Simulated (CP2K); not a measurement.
Consider methyl acetate at its PBE geometry (Å).

```xyz
11

C     1.8512    0.2589    0.1075
O     0.4833    0.1657    0.5798
C    -0.4375   -0.1196   -0.3890
C    -1.8241   -0.2043    0.1969
O    -0.1417   -0.2802   -1.5611
H     1.9448    1.0601   -0.6364
H     2.4489    0.4808    0.9961
H     2.1639   -0.6890   -0.3478
H    -2.5421   -0.4270   -0.5969
H    -2.0863    0.7428    0.6860
H    -1.8603   -0.9882    0.9649
```

Method: CP2K XAS_TDP, all-electron GAPW, PBEh(45%), aug-cc-pVDZ, TDA, no relativity.

**Question.** Predict the bright core excitations at the C K edge.

Leading lines: C1 284.92 eV, C3 283.53 eV and C4 285.01 eV. The leading line of an atom is its first one with 35 % of the strongest within 2.5 eV of its lowest line over the strength cut. 

The first six lines of each atom with a strength over 0.0015:

```
                    atom  energy (eV)  states  strength, one atom
C1 (bonded to O and 3 H)       284.92       1              0.0413
                               285.77       1              0.0039
                               286.08       1              0.0243
                               286.22       1              0.0186
                               286.67       1              0.0071
                               287.41       1              0.0033
C3 (bonded to C and 2 O)       283.53       1              0.0772
                               288.78       1              0.0015
                               289.21       1              0.0058
                               289.30       1              0.0066
                               289.95       1              0.0094
                               290.64       2              0.0034
C4 (bonded to C and 3 H)       283.57       1              0.0020
                               284.10       1              0.0044
                               285.01       1              0.0226
                               285.12       1              0.0188
                               285.49       1              0.0016
                               285.91       1              0.0024
```

Lines are vertical, at one geometry, with no vibrational structure. Without a correction of the core level, line positions, and the gaps between valence and Rydberg lines, follow the share of exact exchange. At this level such K lines come out 3 to 6 eV under measured ones. These values hold no scalar relativity, about 0.1 eV for C 1s. Rydberg lines, and the discretised continuum above threshold, depend on the basis and the box.

[Banner, clock and machine lines of the logs are left out without a mark of their own.]

[Logs are printed without paths, hosts, clocks, repeated set-up lines and the standing remarks that a program may print on its own settings, such as how far it seeks lower states.]

[Hosts, paths, dates, database ids (printed as entryN), source tags and the programs' standing remarks are cut or masked in the printed files.]
